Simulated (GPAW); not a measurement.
## NaF (Fm-3m): refractive index against wavelength

The refractive index of NaF (Fm-3m) below the direct gap (5.91 eV on the mesh) is read from one computed spectrum, n = √(Re ε).

It takes space group Fm-3m (No. 225, cubic). Conventional cell: a = 4.640 Å, b = 4.640 Å, c = 4.640 Å, α = 90.00°, β = 90.00°, γ = 90.00°. Around Na on site a lie 6 F at 2.32 Å. F on site b has 6 Na at 2.32 Å as nearest neighbours.

Method: GPAW 26.7.0, LDA, RPA, k-mesh 16×16×16, local fields up to 50 eV, Lorentzian half width 0.1 eV.

Launch of the response step: `OMP_NUM_THREADS=1 python df.py`. The run took 26 s, its band step included, on 1 thread of Arm Neoverse V2, with other jobs on the host.

| wavelength (nm) | photon energy E (eV) | n |
| --- | --- | --- |
| 700 | 1.771 | 1.3580 |
| 633 | 1.959 | 1.3597 |
| 532 | 2.331 | 1.3637 |
| 450 | 2.755 | 1.3694 |
| 405 | 3.061 | 1.3744 |
| 365 | 3.397 | ? |
| 308 | 4.025 | 1.3967 |

In the single-oscillator model n² − 1 = E₀E_d/(E₀² − E²), so 1/(n² − 1) = E₀/E_d − E²/(E₀E_d) is linear in E².

Working, on the rows shown:

| x = E² (eV²) | y = 1/(n² − 1) |
| --- | --- |
| 3.13716 | 1.1846 |
| 3.83641 | 1.17816 |
| 5.43137 | 1.16323 |
| 7.59115 | 1.14252 |
| 9.37179 | 1.12489 |
| 16.2043 | 1.05178 |

Means: x̄ = 7.5954, ȳ = 1.1409. Σ(x − x̄)(y − ȳ) = -1.179, Σ(x − x̄)² = 116. Slope = -1.179 / 116 = -0.01017; intercept = ȳ − slope · x̄ = 1.2181. Turned back into n, the line misses the rows shown by at most 0.0006.

Problem. What does the fit predict for the withheld row, and how well does it do?

Solution. At x = 11.538 the line gives y = 1.1008, that is 1.3815. The run gave 1.3809, so the interpolation is off by 0.00057, 1.5 % of the range in the table.

Refitted with all rows, the slope is -0.01012 and the intercept 1.2179. These give E₀ = √(intercept/−slope) = 10.97 eV and E_d = E₀/intercept = 9.0 eV; E₀ is 1.9 times the direct gap. The electronic limit at long wavelengths, without lattice vibrations, is n = √(1 + 1/intercept) = 1.349. Excitons are left out; LDA gaps are as a rule too small. The values come from a sum over the points of one k-mesh and carry its error, which grows as the direct gap shrinks. This version of GPAW has incomplete matrix elements in the optical limit, which can lower ε − 1 by up to a tenth where first-row anions or d states rule. The local-field cutoff holds few shells of reciprocal vectors for this small cell, so ε∞ can read a few per cent high.
